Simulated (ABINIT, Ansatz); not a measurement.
# Converging GW for PbO (P4/nmm) in ABINIT, part 2 of 2

Wanted: a converged G0W0 gap of PbO (P4/nmm), or an estimate of the limit.

ABINIT 10.8.3; PBE and many-body steps on it, plane waves. Known limits of the many-body steps: not at the basis limit; exchange with frozen shells missing; no spin-orbit coupling; coarse k mesh.

So far. Step 3 (Screening, 4×4×4 mesh, 49 bands, screening to 76.2 eV): Local fields lower ε∞ by 11 %. On a Γ-centred mesh this coarse the value itself is usually too large, while a short band sum pulls it down. Step 4 (49 bands, 76.2 eV): The gap on the mesh goes from 1.15 eV to 1.14 eV, a correction of −0.02 eV.

The database entry behind the starting cell differs from later determinations by our own check (c about 1 % long), so it need not match the best structure at ambient conditions.

### 6. 116 bands, 141.5 eV

This step: G0W0 on PBE, plane waves, norm-conserving pseudopotentials.

File run.abi:

```
acell 3*1.0 Angstrom
rprim 
  3.974800000000 0.000000000000 0.000000000000
  0.000000000000 3.974800000000 0.000000000000
  0.000000000000 0.000000000000 5.022700000000
ntypat 2
znucl 82 8
natom 4
typat 1 1 2 2
xred 
  0.000000000000 0.500000000000 0.238514000000
  0.500000000000 0.000000000000 0.761486000000
  0.000000000000 0.000000000000 0.000000000000
  0.500000000000 0.500000000000 0.000000000000
pp_dirpath "pseudos"
pseudos "Pb.upf, O.upf"
ecut 36
ngkpt 4 4 4
nshiftk 1
shiftk 0 0 0
kptopt 1
chksymbreak 0
istwfk *1
occopt 1
irdwfk 1
optdriver 4
nband 116
gwcalctyp 0
ecutsigx 36
symsigma 1
nkptgw 2
kptgw 
  0.0000000000 0.0000000000 0.0000000000
  0.5000000000 0.5000000000 0.0000000000
bdgw 
  18 22
  19 22
ecuteps 5.2
irdscr 1
ppmodel 1
indata_prefix "in"
outdata_prefix "out"
tmpdata_prefix "tmp"
```

Started as:

```console
$ OMP_NUM_THREADS=1 mpirun -n 8 abinit run.abi > log
```

Output:

```text
.Version 10.8.3 of ABINIT. v10.8.2 released Aug 2026.

 Symmetries : space group P4/n m m (#129); Bravais tP (primitive tetrag.)
[... echo of the input left out ...]
== DATASET  1 ==================================================================
-   mpi_nproc: 8, omp_nthreads: 1 (-1 if OMP is not activated)

--- !DatasetInfo
iteration_state: {dtset: 1, }
dimensions: {natom: 4, nkpt: 18, mband: 116, nsppol: 1, nspinor: 1, nspden: 1, mpw: 5556, }
cutoff_energies: {ecut:  36.0, pawecutdg:  -1.0, }
electrons: {nelect:   4.00000000E+01, charge:   0.00000000E+00, occopt:   1.00000000E+00, tsmear:   1.00000000E-02, }

 SIGMA: Calculation of the GW corrections

 Based on a program developped by R.W. Godby, V. Olevano, G. Onida, and L. Reining.
 Incorporated in ABINIT by V. Olevano, G.-M. Rignanese, and M. Torrent.
.Using double precision arithmetic ; gwpc =  8

[... cell and pseudopotentials left out ...]
--------------------------------------------------------------------------------

 ==== K-mesh for the wavefunctions ====
 Number of points in the irreducible wedge :    18
[... list of points left out ...]
 Together with 16 symmetry operations and time-reversal symmetry
 yields    64 points in the full Brillouin Zone.

 ==== Q-mesh for screening function ====
 Number of points in the irreducible wedge :    18
[... list of points left out ...]
 Together with 16 symmetry operations and time-reversal symmetry
 yields    64 points in the full Brillouin Zone.

 vcoul_init : cutoff-mode = AUXILIARY_FUNCTION
 q-points for optical limit:   1
     1)      0.000010    0.000020    0.000030
 setmesh: FFT mesh size selected  =    48x   48x   60
          total number of points  =       138240

 Number of electrons calculated from density =   40.0000; Expected =   40.0000
[...]
number of omega for Sigma on real axis              0
 max omega for Sigma on real axis  [eV]           0.00
 zcut for avoiding poles [eV]                     0.10

 EPSILON^-1 parameters (SCR file):
 dimension of the eps^-1 matrix on file            293
 dimension of the eps^-1 matrix used               293
 number of plane-waves for wavefunctions          5533
 number of bands                                   116
 number of q-points in IBZ                          18
 number of frequencies                               2
 number of real frequencies                          1
 number of imag frequencies                          1

 matrix elements of self-energy operator (all in [eV])

 Perturbative Calculation

--- !SelfEnergy_ee
iteration_state: {dtset: 1, }
kpoint     : [   0.000,    0.000,    0.000, ]
spin       : 1
KS_gap     :    2.390
QP_gap     :    2.546
Delta_QP_KS:    0.156
data: !SigmaeeData |
     Band     E0 <VxcDFT>   SigX SigC(E0)      Z dSigC/dE  Sig(E)    E-E0       E
       18   2.152 -19.487 -24.441   5.083   0.753  -0.328 -19.389   0.097   2.249
       19   2.152 -19.487 -24.441   5.083   0.753  -0.328 -19.389   0.097   2.249
       20   3.759 -17.584 -20.215   2.599   0.785  -0.275 -17.609  -0.025   3.734
[...]
--- !SelfEnergy_ee
iteration_state: {dtset: 1, }
kpoint     : [   0.500,    0.500,    0.000, ]
spin       : 1
KS_gap     :    2.145
QP_gap     :    1.882
Delta_QP_KS:   -0.263
data: !SigmaeeData |
     Band     E0 <VxcDFT>   SigX SigC(E0)      Z dSigC/dE  Sig(E)    E-E0       E
[...]
21   4.913  -9.611  -6.778  -2.806   0.833  -0.201  -9.588   0.022   4.935
       22   4.913  -9.611  -6.778  -2.806   0.833  -0.201  -9.588   0.022   4.935

== END DATASET(S) ==============================================================
================================================================================

 -outvars: echo values of variables after computation  --------
           etotal      0.0000000000E+00
            nband         116
             nkpt          18
          spgroup         129
 [... the other variables as echoed above ...]

 Calculation completed.
```

Elapsed: 12 s, on 8 MPI ranks of Arm Neoverse V2, shared host; peak memory 2.9 GiB.

This step gave:

```yaml
g0w0_gap_on_the_points_computed: 1.201 eV
starting_gap_on_the_mesh: 1.154 eV
k_of_the_valence_top: 0, 0, 0
k_of_the_conduction_bottom: 0.5, 0.5, 0
z_at_the_valence_top: 0.785
z_at_the_conduction_bottom: 0.833
least_direct_g0w0_gap_on_the_computed_points: 1.882 eV
```

Against G0W0 in ABINIT (4×4×4 mesh, 49 bands, screening to 76.2 eV, Godby-Needs plasmon pole), the gap moves by +0.062 eV.

### 7. Screening, 4×4×4 mesh, 256 bands, screening to 217.7 eV

This step: RPA screening on PBE, plane waves, norm-conserving pseudopotentials.

Changes to run.abi since step 6:

```diff
@@ -25,17 +25,8 @@
 irdwfk 1
-optdriver 4
-nband 116
-gwcalctyp 0
-ecutsigx 36
-symsigma 1
-nkptgw 2
-kptgw 
-  0.0000000000 0.0000000000 0.0000000000
-  0.5000000000 0.5000000000 0.0000000000
-bdgw 
-  18 22
-  19 22
-ecuteps 5.2
-irdscr 1
-ppmodel 1
+optdriver 3
+nband 256
+ecuteps 8
+inclvkb 2
+awtr 1
+symchi 1
 indata_prefix "in"
```

Output:

```text
.Version 10.8.3 of ABINIT. v10.8.2 released Aug 2026.

 Symmetries : space group P4/n m m (#129); Bravais tP (primitive tetrag.)
[... echo of the input left out ...]
== DATASET  1 ==================================================================
-   mpi_nproc: 8, omp_nthreads: 1 (-1 if OMP is not activated)

--- !DatasetInfo
iteration_state: {dtset: 1, }
dimensions: {natom: 4, nkpt: 18, mband: 256, nsppol: 1, nspinor: 1, nspden: 1, mpw: 5556, }
cutoff_energies: {ecut:  36.0, pawecutdg:  -1.0, }
[...]
--------------------------------------------------------------------------------
[... chi0 elements left out ...]
 For q-point:  0.000010 0.000020 0.000030
  dielectric constant =   6.2861
  dielectric constant without local fields =   7.2845

  Average fulfillment of the sum rule on Im[epsilon] for q-point    1 :    114.58  [%]
[... wings left out ...]
  q-point number  2        q = ( 0.250000, 0.000000, 0.000000) [r.l.u.]
--------------------------------------------------------------------------------
[... chi0 elements left out ...]
  Average fulfillment of the sum rule on Im[epsilon] for q-point    2 :    138.84  [%]

 [... 16 further q-points ...]
```

Run time: 8.2 min. Hardware: 8 MPI ranks; peak memory 5.5 GiB.

This step gave:

* ε∞ with local fields, on this mesh, along the program's q direction: 6.286
* the same without local fields: 7.285
* plasma frequency: 26.36 eV
* plane waves in the screening matrix: 577

### 8. 256 bands, 217.7 eV

This step: G0W0 on PBE, plane waves, norm-conserving pseudopotentials.

Changes to run.abi since step 7:

```diff
@@ -25,8 +25,17 @@
 irdwfk 1
-optdriver 3
+optdriver 4
 nband 256
+gwcalctyp 0
+ecutsigx 36
+symsigma 1
+nkptgw 2
+kptgw 
+  0.0000000000 0.0000000000 0.0000000000
+  0.5000000000 0.5000000000 0.0000000000
+bdgw 
+  18 22
+  19 22
 ecuteps 8
-inclvkb 2
-awtr 1
-symchi 1
+irdscr 1
+ppmodel 1
 indata_prefix "in"
```

Output:

```text
.Version 10.8.3 of ABINIT. v10.8.2 released Aug 2026.

 Symmetries : space group P4/n m m (#129); Bravais tP (primitive tetrag.)
[... echo of the input left out ...]
== DATASET  1 ==================================================================
-   mpi_nproc: 8, omp_nthreads: 1 (-1 if OMP is not activated)

--- !DatasetInfo
iteration_state: {dtset: 1, }
dimensions: {natom: 4, nkpt: 18, mband: 256, nsppol: 1, nspinor: 1, nspden: 1, mpw: 5556, }
cutoff_energies: {ecut:  36.0, pawecutdg:  -1.0, }
[...]
Band     E0 <VxcDFT>   SigX SigC(E0)      Z dSigC/dE  Sig(E)    E-E0       E
[...]
21   4.913  -9.611  -6.778  -2.982   0.832  -0.202  -9.735  -0.124   4.789
       22   4.913  -9.611  -6.778  -2.982   0.832  -0.202  -9.735  -0.124   4.789

== END DATASET(S) ==============================================================
================================================================================

 -outvars: echo values of variables after computation  --------
           etotal      0.0000000000E+00
            nband         256
             nkpt          18
          spgroup         129
 [... the other variables as echoed above ...]

 Calculation completed.
```

Elapsed: 70 s, on 8 MPI ranks; peak memory 6.5 GiB.

Numbers from this step:

```yaml
g0w0_gap_on_the_points_computed: 1.335 eV
starting_gap_on_the_mesh: 1.154 eV
k_of_the_valence_top: 0, 0, 0
k_of_the_conduction_bottom: 0.5, 0.5, 0
least_direct_g0w0_gap_on_the_computed_points: 2.008 eV
```

Against G0W0 in ABINIT (4×4×4 mesh, 116 bands, screening to 141.5 eV, Godby-Needs plasmon pole), the gap moves by +0.134 eV.

### 9. The runs together

Times are wall times on 8 MPI ranks of Arm Neoverse V2, shared host, good to a factor of about two. A run's time includes the screening step that it read.

```tsv
run	mesh	bands	screening cutoff (eV)	DFT gap (eV)	gap on the mesh (eV)	direct (eV)	ε∞ used	time
49 bands, 76.2 eV	4×4×4	49	76.2	1.154	1.139	1.923	6.35	31 s
116 bands, 141.5 eV	4×4×4	116	141.5	1.154	1.201	1.882	6.32	1.9 min
256 bands, 217.7 eV	4×4×4	256	217.7	1.154	1.335	2.008	6.29	9.3 min
```

### 10. Summary of results

```
49 bands, 76.2 eV   : 1.139 eV
116 bands, 141.5 eV : 1.201 eV
256 bands, 217.7 eV : 1.335 eV
known limits        : not at the basis limit; exchange with frozen shells missing; no spin-orbit coupling; coarse k mesh
```

In words: From the first rung to the last the gap moves by +0.20 eV for 18 times the time. The steps are not yet shrinking, so no limit is drawn. In the G0W0 runs levels were corrected at 2 k points alone, so a gap called «on the mesh» is the least over those, and an edge elsewhere would be missed. The 4×4×4 mesh is coarse for this cell, which bears on the long-range parts of exchange and screening. Where an edge is built on 6p states of lead, bismuth or thallium, scalar-relativistic gaps usually stand too wide, by a few tenths to over one eV. The norm-conserving file of at least one element keeps a d shell over frozen s and p shells of the same row. Exchange with those shells is missing from the self-energy, an error of 0.3 to 0.9 eV in cases checked, whose sign depends on which edge lies on those atoms. The many-body steps are scalar-relativistic: spin-orbit coupling is not in them.

[Paths, hosts, dates, memory and timing lines, banners, echoed tables and standing remarks are left out of the program output.]

[Logs are printed without paths, hosts, clocks, repeated set-up lines and the standing remarks that a program may print on its own settings, such as how far it seeks lower states.]

[Runs of the session that timed out or met a known fault of the program may be left out.]

[Hosts, paths, dates, database ids (printed as entryN), source tags and the programs' standing remarks are cut or masked in the printed files.]

[G0W0 gaps are taken among the corrected bands and points alone; a level outside them can change the order at an edge.]

[Where Ansatz stands beside ABINIT at settings called matched, ABINIT's density can come from a denser mesh and the files from another edition; pairs whose starting gaps differed by over 0.03 eV were left out, so agreement reads better than it is.]
